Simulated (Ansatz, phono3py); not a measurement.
**Heat carried by phonons in NaCl (Fm-3m)**

How well does the lattice of NaCl conduct heat?

Measurements to reproduce:
- thermal conductivity 7.1 W/m/K near room temperature (given in “Combining the AFLOW GIBBS and Elastic Libraries to efficiently and robustly screen thermo-mechanical properties of solids”, 2017, arXiv:1611.05714)
- thermal conductivity 7.1 W/m/K near room temperature (given in “Predicting the lattice thermal conductivity of solids by solving the Boltzmann transport equation: AFLOW - AAPL an automated, accurate and efficient framework”, 2017, arXiv:1611.05481)

Program: Ansatz 0.2.0. Level of theory: DFT PBEsol, scalar-relativistic, plane waves, PAW; PAW set soft_1. Results are calculated unless marked as measured.

The database entry behind the starting cell differs from later determinations by our own check (an axis about 0.4 % short against later determinations), so it need not match the best structure at ambient conditions.

## 1. Set-up

The structure is cubic, space group Fm-3m (No. 225). Conventional cell: a = 5.620 Å, b = 5.620 Å, c = 5.620 Å, α = 90.00°, β = 90.00°, γ = 90.00°. Nearest to Na lie 6 Cl at 2.81 Å. Cl has 6 Na at 2.81 Å nearest. Farther neighbours and most contacts between anions are not listed.

## 2. Probe on a coarse mesh

A cheap single point shows whether the cell is a metal or an insulator and how far it is from rest; that sets the k-mesh and the occupations of what follows.

Contents of input.yaml:

```yaml
crystal:
  lattice:
    - [0.0, 2.81, 2.81]
    - [2.81, 0.0, 2.81]
    - [2.81, 2.81, 0.0]
  atoms:
    - { symbol: Na, position: [0.0, 0.0, 0.0] }
    - { symbol: Cl, position: [0.5, 0.5, 0.5] }
kpoints:
  mp_grid: { grid: [6, 6, 6] }
hamiltonian:
  xc: pbesol
  pseudopotentials: { kind: paw, azcp: { folder: soft_1 }, xc_functional: pbe }
scf:
  occupations: { method: gaussian, width: 0.1 }
  lower_state_search: "off"
output:
  forces: true
  stress: true
  eigenvalues: true
```

Started as:

```bash
> ansatz run input.yaml --threads 8 --pin off --max-ram 19456MiB --backend cpu --events-out ev --progress --plain --runs-dir out
```

Numbers of over 12 decimals in the logs are rounded to 6 here.

The program printed:

```text
Engine: ansatz 0.2.0, aarch64-unknown-linux-gnu
Pseudopotentials: kind: paw
Pseudopotential: Na, paw, valence charge 9, recommended cutoff 420 eV (normal), soft_1/Na.paw.azcp
Pseudopotential: Cl, paw, valence charge 7, recommended cutoff 420 eV (normal), soft_1/Cl.paw.azcp
Functional definition: PBEsol
  exchange = pbesol_x
  correlation = pbesol_c
Crystal: 2 atoms, lattice volume = 44.376 Å³
Basis set: ecut = 420 eV, 893 PW (Γ), exchange–correlation on 54×54×54 points (8 copies of the dense FFT grid, shifted against one another)
Bands: 12, of which v1, the nominal top of the filled ones, is band 8 counted from 1 (7 counted from 0)
Symmetry: 48 space group operations
Space group: Fm-3m (ITA 225), of the structure as read, at distance tolerance 3.5e-5 Å
k-points: 16 of 216
Non-local potential: Na, projectors of the file, l = 0: 3, l = 1: 2, l = 2: 1
Non-local potential: Cl, projectors of the file, l = 0: 2, l = 1: 2, l = 2: 1
PAW form: soft (Blöchl's): semilocal exchange-correlation on the pseudo side does not see the compensation charge
PAW frozen core: Na, regenerated for the run's functional, and the local potential with it (the file was generated under x = pbe(κ = 0.804, μ = 0.219515), c = pbe(β = 0.066725))
PAW frozen core: Cl, regenerated for the run's functional, and the local potential with it (the file was generated under x = pbe(κ = 0.804, μ = 0.219515), c = pbe(β = 0.066725))
PAW one-centre angular grid: Na, 110 points (default); XC on 64 Gauss nodes
PAW one-centre angular grid: Cl, 110 points (default); XC on 64 Gauss nodes
Initial density: superposition of atomic densities (chi_scale 0.1, normalization cell, long waves kept (reshape's long-wave potential 0.00 eV rms))
Initial wavefunctions: pseudopotential atomic-orbital guess
Functional: x = pbesol(κ = 0.804, μ = 0.123457), c = pbesol(β = 0.046)
SCF iter   1: F=—  HF=-2541.282479 eV  |F-HF|=—  |Δ(HF+E_count)|=         —  Δρ=7.36e-2  dr2=2.02e0  ethr=3.10e-3  ⟨swp⟩=6.1  Hψ=1347  notcnv=0
preconditioner: auto → none  [insulator: Δε(μ)=3.815 eV  Ē_g=12.618 eV  σ=0.100 eV  W_gap=1.00  n_scr=14 (ndim 8)  ℏωp=15.8 eV  f_vac=0.000  D(μ)=0.00/eV (n_scr^D=0)  ε∞_Penn≈2.6]
SCF iter   2: F=—  HF=-2540.314949 eV  |F-HF|=—  |Δ(HF+E_count)|=   9.68e-1  Δρ=1.49e-2  dr2=1.17e-1  ethr=3.10e-3  ⟨swp⟩=3.3  Hψ=581  notcnv=0
SCF iter   3: F=—  HF=-2540.287326 eV  |F-HF|=—  |Δ(HF+E_count)|=   2.76e-2  Δρ=5.68e-3  dr2=1.34e-2  ethr=7.28e-4  ⟨swp⟩=3.0  Hψ=371  notcnv=0
SCF iter   4: F=—  HF=-2540.287196 eV  |F-HF|=—  |Δ(HF+E_count)|=   1.30e-4  Δρ=1.30e-3  dr2=1.11e-3  ethr=8.38e-5  ⟨swp⟩=2.0  Hψ=384  notcnv=0
SCF iter   5: F=—  HF=-2540.287357 eV  |F-HF|=—  |Δ(HF+E_count)|=   1.61e-4  Δρ=2.14e-4  dr2=1.62e-5  ethr=6.92e-6  ⟨swp⟩=2.0  Hψ=256  notcnv=0
SCF iter   6: F=—  HF=-2540.287407 eV  |F-HF|=—  |Δ(HF+E_count)|=   4.96e-5  Δρ=3.99e-5  dr2=4.20e-7  ethr=1.01e-7  ⟨swp⟩=2.0  Hψ=320  notcnv=0
SCF iter   7: F=-2540.287407 eV  HF=-2540.287407 eV  |F-HF|=1.79e-9  |Δ(HF+E_count)|=   1.75e-7  Δρ=3.73e-6  dr2=2.68e-9  ethr=6.25e-10  ⟨swp⟩=6.2  Hψ=1075  notcnv=0
SCF 1 converged in 7 iterations: F = -2540.287407 eV  dr2 = 2.68e-9
  greatest PAW one-centre occupation: 0.999 electrons in one spin orbital (limit 2), on the Na atom at site 0 (counted from 0), in its partial waves of l = 0
SCF converged after 7 iterations
Free energy (F): -2540.287407 eV
Harris-Foulkes:  -2540.287407 eV  (|F-HF|=1.79e-9)
Internal energy: -2540.287407 eV  (E = F + TS)
E sigma→0 (E₀):  -2540.287407 eV
Fermi energy:    3.558380 eV
--- Per-component energies (eV) ---
  E_band       = -233.622294
  E_kinetic    = 266.621142
  E_local      = -1672.846557  (includes V_loc(G=0)·N_el)
  E_nonlocal   = 310.376550
  E_hartree    = 563.530682
  E_xc         = -143.448291
  E_vxc        = -163.983825  (∫ρ·V_xc dr)
  E_paw        = -925.169047  (= ΣΔE_a)
  E_vpaw       = -100.852798  (= ΣTr[D̂ρ^β])
  E_aug_tail   = 0.000146  (compensation charges beyond the density's cutoff)
  E_ewald      = -939.485157
  E_core_change = 0.133126  (= ΣΔE_core)
  E_smearing   = -0.000000  (= −TS)
  E_closure    = -0.000000  (closes the sum)
  Σ components = -2540.287407   (vs F -2540.287407, Δ=0.00e0)
--- Forces (eV/Å), atoms counted from 1 ---
  atom   1  Na    -0.00000000    -0.00000000     0.00000000
  atom   2  Cl     0.00000000     0.00000000    -0.00000000
  max |Σ_I F_I| component: 6.06e-30 eV/Å
--- Stress (GPa, compression-positive) ---
       -0.243259       0.000000       0.000000
        0.000000      -0.243259       0.000000
       -0.000000      -0.000000      -0.243259
  P = ⅓ Tr σ = -0.2433 GPa (-2.433 kbar)
--- Band table (eV; the first three rows and the last of 16) ---
  k-point 0: bands = [... 4 lower, -11.5959, 1.0691, 1.0691, 1.0691, 6.0455, 11.9759, 11.9759, 11.9759]
  k-point 1: bands = [... 4 lower, -11.5115, 0.4404, 0.9970, 0.9970, 6.8743, 11.1932, 12.2617, 12.2617]
  k-point 2: bands = [... 4 lower, -11.3350, -0.5237, 0.8598, 0.8598, 7.9652, 11.0297, 12.0894, 12.0894]
  k-point 15: bands = [... 4 lower, -11.1797, -0.4278, 0.1193, 0.3261, 9.3751, 9.7572, 11.4225, 13.0130]
```

It took 1.7 s on 8 threads of Arm Neoverse V1, shared host; peak memory 0.34 GiB.

Numbers from this step:

| Property | Result |
| --- | --- |
| pressure | -0.2433 GPa |
| gap on the k-mesh | 4.976 eV |
| volume per atom | 22.19 Å³/atom |

The start is under -0.24 GPa at this level and looks like an insulator or semiconductor on this mesh.

## 3. Finding the static equilibrium

Phonons are second derivatives about a minimum, so cell and atoms are relaxed first, inside the symmetry of the start.

input.yaml, the sections that differ from step 2:

```yaml
kpoints:
  mp_grid: { grid: [8, 8, 8] }
scf:
  occupations: { method: gaussian, width: 0.02 }
  lower_state_search: "off"
output:
  forces: true
  stress: true
  eigenvalues: true
  write_density: true
  write_potential: true
  elf: true
  volumetric_format: npy
relax:
  adjacent_minimum: "off"
  f_tol: 0.005
  max_steps: 80
  cell: { stress_tol: 0.05 }
# crystal, hamiltonian: as in step 2
```

The program printed:

```text
[...]
Crystal: 2 atoms, lattice volume = 44.376 Å³
Basis set: ecut = 420 eV, 893 PW (Γ), exchange–correlation on 54×54×54 points (8 copies of the dense FFT grid, shifted against one another)
Bands: 12, of which v1, the nominal top of the filled ones, is band 8 counted from 1 (7 counted from 0)
Symmetry: 48 space group operations
[...]
k-points: 29 of 512
[...]
SCF iter   1: F=—  HF=-2541.281815 eV  |F-HF|=—  |Δ(HF+E_count)|=         —  Δρ=7.36e-2  dr2=2.02e0  ethr=3.10e-3  ⟨swp⟩=6.1  Hψ=2333  notcnv=0
[...]
SCF iter   7: F=-2540.287437 eV  HF=-2540.287437 eV  |F-HF|=1.65e-9  |Δ(HF+E_count)|=   1.72e-7  Δρ=3.41e-6  dr2=2.33e-9  ethr=6.25e-10  ⟨swp⟩=10.7  Hψ=2679  notcnv=0
SCF 1 converged in 7 iterations: F = -2540.287437 eV  dr2 = 2.33e-9
[...]
relax step   1: F+E_penalty+E_count = -2540.28743672 eV  Δ(F+E_penalty+E_count) = +0.000e0 eV  max|allowed force component| = 4.495e-30 eV/Å  Δτ_max = 0.0000 Å  P = -0.244 GPa  Ω = 44.376 Å³  (7 SCF iters, dr2 threshold 1.00e-7 eV, accepted)
Crystal: 2 atoms, lattice volume = 44.095 Å³
Basis set: ecut = 420 eV, 869 PW (Γ), exchange–correlation on 54×54×54 points (8 copies of the dense FFT grid, shifted against one another)
[...]
iter 1 solved again at ethr=3.21e-7 eV; its pass at ethr=3.10e-3 eV (dr2=5.14e-5 eV) is discarded
[...]
SCF iter   4: F=-2540.287733 eV  HF=-2540.287733 eV  |F-HF|=6.18e-9  |Δ(HF+E_count)|=   1.34e-7  Δρ=5.52e-6  dr2=2.07e-8  ethr=9.28e-10  ⟨swp⟩=10.9  Hψ=2702  notcnv=0
SCF 2 converged in 4 iterations: F = -2540.287733 eV  dr2 = 2.07e-8
relax step   2: F+E_penalty+E_count = -2540.28773255 eV  Δ(F+E_penalty+E_count) = -2.958e-4 eV  max|allowed force component| = 2.482e-30 eV/Å  Δτ_max = 0.0000 Å  P = -0.085 GPa  Ω = 44.095 Å³  energy of the carried Pulay correction = +7.373e-6 eV  (4 SCF iters, dr2 threshold 1.49e-7 eV, accepted)
Crystal: 2 atoms, lattice volume = 43.947 Å³
[...]
SCF iter   4: F=-2540.287775 eV  HF=-2540.287775 eV  |F-HF|=1.18e-9  |Δ(HF+E_count)|=   2.81e-8  Δρ=2.89e-6  dr2=5.56e-9  ethr=1.12e-10  ⟨swp⟩=9.4  Hψ=2335  notcnv=0
SCF 3 converged in 4 iterations: F = -2540.287775 eV  dr2 = 5.56e-9
relax step   3: F+E_penalty+E_count = -2540.28777498 eV  Δ(F+E_penalty+E_count) = -4.243e-5 eV  max|allowed force component| = 2.498e-30 eV/Å  Δτ_max = 0.0000 Å  P = +0.002 GPa  Ω = 43.947 Å³  energy of the carried Pulay correction = +1.129e-5 eV  (4 SCF iters, dr2 threshold 1.80e-8 eV, accepted)
[...]
SCF iter   1: F=—  HF=-2540.287734 eV  |F-HF|=—  |Δ(HF+E_count)|=         —  Δρ=4.49e-6  dr2=5.47e-9  ethr=2.90e-6  ⟨swp⟩=2.9  Hψ=3255  notcnv=0
eigensolver tolerance schedule: the retry pair's looser diagonalisation over-reported the residual by 84781.57 of it (diagonalisation noise at an unbounded share of the residual, at the tolerance the schedule requests for it); recorded, not acted on — ethr = c·dr2/N_el stays at c = 1.0e-1
[...]
SCF iter   2: F=—  HF=-2540.287763 eV  |F-HF|=—  |Δ(HF+E_count)|=   2.92e-5  Δρ=3.62e-6  dr2=1.90e-9  ethr=3.42e-11  ⟨swp⟩=4.1  Hψ=891  notcnv=0
[...]
SCF iter   4: F=-2540.287763 eV  HF=-2540.287763 eV  |F-HF|=4.55e-12  |Δ(HF+E_count)|=  7.53e-10  Δρ=2.70e-7  dr2=1.59e-11  ethr=1.00e-12  ⟨swp⟩=5.0  Hψ=1786  notcnv=0
SCF 4 converged in 4 iterations: F = -2540.287763 eV  dr2 = 1.59e-11
relax step   4: F+E_penalty+E_count = -2540.28776285 eV  Δ(F+E_penalty+E_count) = +1.213e-5 eV  max|allowed force component| = 2.761e-30 eV/Å  Δτ_max = 0.0000 Å  P = +0.002 GPa  Ω = 43.947 Å³  stress off target by 1.86e-3 GPa  SCF on the basis re-selected at this cell (its energy is not comparable with the rows above)  (4 SCF iters)
basis re-selected at this cell: Δ(F+E_penalty+E_count) = +1.213e-5 eV, ΔP = +0.000 GPa vs the last step (what re-selecting the basis moved, of the pressure what is left beyond the Pulay correction that the steps carried, after the strain that the cell walked since its last selection, with what the two solves' SCF thresholds leave and, on support functions, any second-order correction that the steps lacked; it is no m [...]
SCF converged after 4 iterations
Free energy (F): -2540.287763 eV
[...]
Internal energy: -2540.287763 eV  (E = F + TS)
E sigma→0 (E₀):  -2540.287763 eV
Fermi energy:    3.649895 eV
[...]
--- Stress (GPa, compression-positive) ---
        0.001861      -0.000000      -0.000000
       -0.000000       0.001861      -0.000000
       -0.000000      -0.000000       0.001861
  P = ⅓ Tr σ = 0.0019 GPa (0.019 kbar)
--- Band table (eV; the first three rows and the last of 29) ---
  k-point 0: bands = [... 4 lower, -11.5443, 1.1435, 1.1435, 1.1435, 6.1562, 12.0582, 12.0582, 12.0582]
  k-point 1: bands = [... 4 lower, -11.4937, 0.7510, 1.1000, 1.1000, 6.6681, 11.5204, 12.2543, 12.2543]
  k-point 2: bands = [... 4 lower, -11.3680, -0.0171, 0.9987, 0.9987, 7.6421, 11.0016, 12.3625, 12.3625]
  k-point 28: bands = [... 4 lower, -11.1118, -0.1153, -0.1153, 0.3477, 9.9399, 10.6874, 10.6874, 12.4176]
--- Relaxed structure (3 steps of the walk, 3 accepted, 1 SCFs on fresh bases) ---
  F+E_penalty+E_count = -2540.28776285 eV   max|allowed force component| = 2.761e-30 eV/Å   (the final SCF, on the basis selected at the relaxed cell)
  cell:  # Å, volume = 43.9472 Å³
    - [0, 2.800917, 2.800917]
    - [2.800917, 0, 2.800917]
    - [2.800917, 2.800917, 0]
  atoms:
    - { symbol: Na, position: [0, 0, 0] }
    - { symbol: Cl, position: [0.5, 0.5, 0.5] }
```

Elapsed: 1.4 s, on 8 threads; peak memory 0.39 GiB; 5.7 s of CPU time.

Relaxation path:

```csv
step,energy less that of the first step (eV),largest force component (eV/Å),pressure (GPa),volume (Å³)
1,0.0000,0.0000,-0.24,44.38
2,-0.0003,0.0000,-0.08,44.10
3,-0.0003,0.0000,0.00,43.95
4*,-0.0003,0.0000,0.00,43.95
```

Relaxation steps marked * repeat the geometry before them on a plane-wave basis chosen anew for their cell, so energy and pressure can jump there.

The run keeps the 48 symmetry operations that it works with, so distortions that break them were not tested.

```csv
"conventional cell, symmetrised",before,after,change
a (Å),5.620,5.602,-0.3 %
b (Å),5.620,5.602,-0.3 %
c (Å),5.620,5.602,-0.3 %
volume (Å³/atom),22.19,21.97,-1.0 %
```

The relaxed structure:

```xyz
2
Lattice="0.0000 2.8009 2.8009 2.8009 0.0000 2.8009 2.8009 2.8009 0.0000" Properties=species:S:1:pos:R:3 pbc="T T T"
Na    0.0000    0.0000    0.0000
Cl    2.8009    2.8009    2.8009
```

Numbers from this step:

```
pressure          : 0.001861 GPa
gap on the k-mesh : 5.013 eV
volume per atom   : 21.97 Å³/atom
```

Electrostatic potential energy in the ac plane of the conventional cell at fractional y = 0.000, with atoms of Na and Cl within 0.2 Å of it. With pseudopotentials it is smooth inside the atoms' cores, unlike the true potential.

Ten even steps from '_' (-70 eV) to '@' (7 eV), each cell a mean:
```
__--%%@@@@%%++======##@@@@@@**..
++##@@@@@@@@##++++**@@@@@@@@%%**
@@@@@@@@@@@@@@%%%%@@@@@@@@@@@@@@
@@@@@@@@@@@@@@@@@@@@@@@@@@@@@@@@
@@@@@@@@@@@@@@@@@@@@@@@@@@@@@@@@
##%%@@@@@@@@@@%%%%@@@@@@@@@@@@##
==++%%@@@@@@##--::**@@@@@@@@**==
====##@@@@@@++____::%%@@@@%%++==
====##@@@@@@**..__--%%@@@@%%++==
++**@@@@@@@@%%**++##@@@@@@@@##++
%%@@@@@@@@@@@@@@@@@@@@@@@@@@@@%%
@@@@@@@@@@@@@@@@@@@@@@@@@@@@@@@@
@@@@@@@@@@@@@@@@@@@@@@@@@@@@@@@@
%%@@@@@@@@@@@@####%%@@@@@@@@@@%%
::**@@@@@@@@**====++%%@@@@@@##--
__::%%@@@@%%++======##@@@@@@++__
```
Columns run along a (5.6 Å; values clipped at the 3rd and 97th percentile), rows up along c (5.6 Å), edges of the conventional cell, whose origin can differ from the input's. Atoms in or near the plane, at fractional coordinates: Na at (0.00, 0.00), Na at (0.50, 0.50), Cl at (0.50, 0.00), Cl at (0.00, 0.50).

ELF in the ac plane of the conventional cell at fractional y = 0.000, with atoms of Na and Cl within 0.2 Å of it. It is the smooth field of the valence electrons, not physical close to the nuclei.

Ten even steps from '_' (0.02) to '@' (0.86), each cell a mean:
```
++**::__**@@@@**++%%@@%%::__++++
++==____++%%@@@@@@@@@@##::__::++
..______::**%%@@@@@@%%==________
::::..____::++****++--..____::::
%%%%**::________________..==##%%
@@@@@@**..____::--..____--%%@@@@
%%@@@@%%::__==****++..__++@@@@%%
--%%@@%%::..++++--**--__**@@@@++
++%%@@%%::__++++++**::__**@@@@**
@@@@@@##::__::++++==____++%%@@@@
@@@@%%==________..______::**%%@@
**++--..____::::::::..____::++**
________..==##%%%%%%**::________
--..____--%%@@@@@@@@@@**..____::
**++..__++@@@@%%%%@@@@%%::__==**
--**--__**@@@@++--%%@@%%::..++++
```
Columns run along a (5.6 Å), rows up along c (5.6 Å), edges of the conventional cell, whose origin can differ from the input's. Atoms in or near the plane, at fractional coordinates: Na at (0.00, 0.00), Na at (0.50, 0.50), Cl at (0.50, 0.00), Cl at (0.00, 0.50).

Valence density in the ac plane of the conventional cell at fractional y = 0.000, with atoms of Na and Cl within 0.2 Å of it. It is the smooth field of the valence electrons, not physical close to the nuclei.

Values in e/Å³, 16 rows by 16 columns, each cell a mean:
```
14  5  0  0  0  1  1  1  1  2  1  0  0  0  2 10
 2  1  0  0  0  0  1  1  2  1  1  0  0  0  0  2
 0  0  0  0  0  0  0  1  1  0  0  0  0  0  0  0
 0  0  0  0  0  0  0  0  0  0  0  0  0  0  0  0
 0  0  0  0  0  0  0  0  0  0  0  0  0  0  0  0
 1  1  0  0  0  0  0  0  0  0  0  0  0  0  1  1
 2  1  1  0  0  0  1  5  7  2  0  0  0  0  1  2
 1  2  1  0  0  0  2 14 20  7  0  0  0  1  2  1
 1  2  1  0  0  0  2 10 14  5  0  0  0  1  1  1
 2  1  1  0  0  0  0  2  2  1  0  0  0  0  1  1
 1  0  0  0  0  0  0  0  0  0  0  0  0  0  0  1
 0  0  0  0  0  0  0  0  0  0  0  0  0  0  0  0
 0  0  0  0  0  0  0  0  0  0  0  0  0  0  0  0
 0  0  0  0  0  0  1  1  1  1  0  0  0  0  0  0
 7  2  0  0  0  0  1  2  2  1  1  0  0  0  1  5
20  7  0  0  0  1  2  1  1  2  1  0  0  0  2 14
```
Columns run along a (5.6 Å), rows up along c (5.6 Å), edges of the conventional cell, whose origin can differ from the input's. Atoms in or near the plane, at fractional coordinates: Na at (0.00, 0.00), Na at (0.50, 0.50), Cl at (0.50, 0.00), Cl at (0.00, 0.50).

## 4. Tight relaxation

The thresholds are tightened for a last relaxation ahead of the phonons, and where mesh or smearing change with them the cell follows.

Contents of input.yaml:

```yaml
crystal:
  lattice:
    - [0.0, 2.800917063, 2.800917063]
    - [2.800917063, 0.0, 2.800917063]
    - [2.800917063, 2.800917063, 0.0]
  atoms:
    - { symbol: Na, position: [0.0, 0.0, 0.0] }
    - { symbol: Cl, position: [0.5, 0.5, 0.5] }
kpoints:
  mp_grid: { grid: [9, 9, 9] }
hamiltonian:
  xc: pbesol
  pseudopotentials: { kind: paw, azcp: { folder: soft_1 }, xc_functional: pbe }
scf:
  occupations: { method: fixed }
  lower_state_search: "off"
output:
  forces: true
  stress: true
  eigenvalues: true
relax:
  adjacent_minimum: "off"
  f_tol: 0.001
  max_steps: 60
  cell: { stress_tol: 0.01 }
```

The program printed:

```text
[...]
Crystal: 2 atoms, lattice volume = 43.947 Å³
Basis set: ecut = 420 eV, 869 PW (Γ), exchange–correlation on 54×54×54 points (8 copies of the dense FFT grid, shifted against one another)
Bands: 12, of which v1, the nominal top of the filled ones, is band 8 counted from 1 (7 counted from 0)
Symmetry: 48 space group operations
[...]
k-points: 35 of 729
[...]
k-point 34: bands = [... 4 lower, -11.1179, -0.2582, 0.0051, 0.4213, 9.9471, 10.4121, 10.7566, 12.7299]
--- Relaxed structure (1 steps of the walk, 1 accepted, 1 SCFs on fresh bases) ---
[...]
cell:  # Å, volume = 43.9472 Å³
    - [0.0, 2.800917063, 2.800917063]
    - [2.800917063, 0.0, 2.800917063]
    - [2.800917063, 2.800917063, 0.0]
  atoms:
    - { symbol: Na, position: [0.0, 0.0, 0.0] }
    - { symbol: Cl, position: [0.5, 0.5, 0.5] }
[key lines of the parts left out:]
SCF converged after 7 iterations
Free energy (F): -2540.287765 eV
Fermi energy:    1.143482 eV
P = ⅓ Tr σ = 0.0018 GPa (0.018 kbar)
```

Wall time 0.87 s (8 threads); peak memory 0.38 GiB; 3.6 s of CPU time.

Little changed from the start: no atom moved by 0.005 Å and no cell edge by 0.1 %.

This step gave:

```yaml
pressure: 0.001811 GPa
```

The residual pressure is 0.0018 GPa, small enough for phonons.

## 5. An input with a fault

This input was changed on purpose, to see how the program answers.

input.yaml, the sections that differ from step 4:

```yaml
kpoints:
  mp_grid: { grid: [6, 6, 6] }
scf:
  occupations: { method: fixed }
  lower_state_search: "off"
  max_iter: 60
output:
  eigenvalues: true
phonons:
  supercell: [2, 2, 2]
  dielectric: false
  third_order: { supercell: [2, 2, 2], pair_cutoff: 2.951 }
  lattice_thermal_conductivity:
    qmesh: [9, 9, 9]
    temperatures: [300]
    isotope_mass_variance:
      - { species: Cl, variance: 0.0005827 }
      - { species: Na, variance: 0.0 }
    delta_function: { method: gaussian }
# crystal, hamiltonian: as in step 4
# relax: removed
```

The program printed:

```text
Error: invalid value for `phonons.lattice_thermal_conductivity.delta_function.standard_deviation`: required by method: gaussian — the width has no default, since the result must be converged in it; set standard_deviation (e.g. 0.4 meV), or use method: tetrahedron, which has no width
```

Wall time 0.03 s (8 threads); peak memory 0.04 GiB.

The input was rejected at the start.

The program's message: “Error: invalid value for `phonons.lattice_thermal_conductivity.delta_function.standard_deviation`: required by method: gaussian — the width has no default, since the result must be converged in it; se …”

The fault put into the input: a Gaussian without its width.

(Part 1 of 3 ends here.)

[Logs are printed without paths, hosts, clocks, repeated set-up lines and the standing remarks that a program may print on its own settings, such as how far it seeks lower states.]

[Hosts, paths, dates, database ids (printed as entryN), source tags and the programs' standing remarks are cut or masked in the printed files.]

[A step with changed settings may run another functional than the one named; its input shows which.]
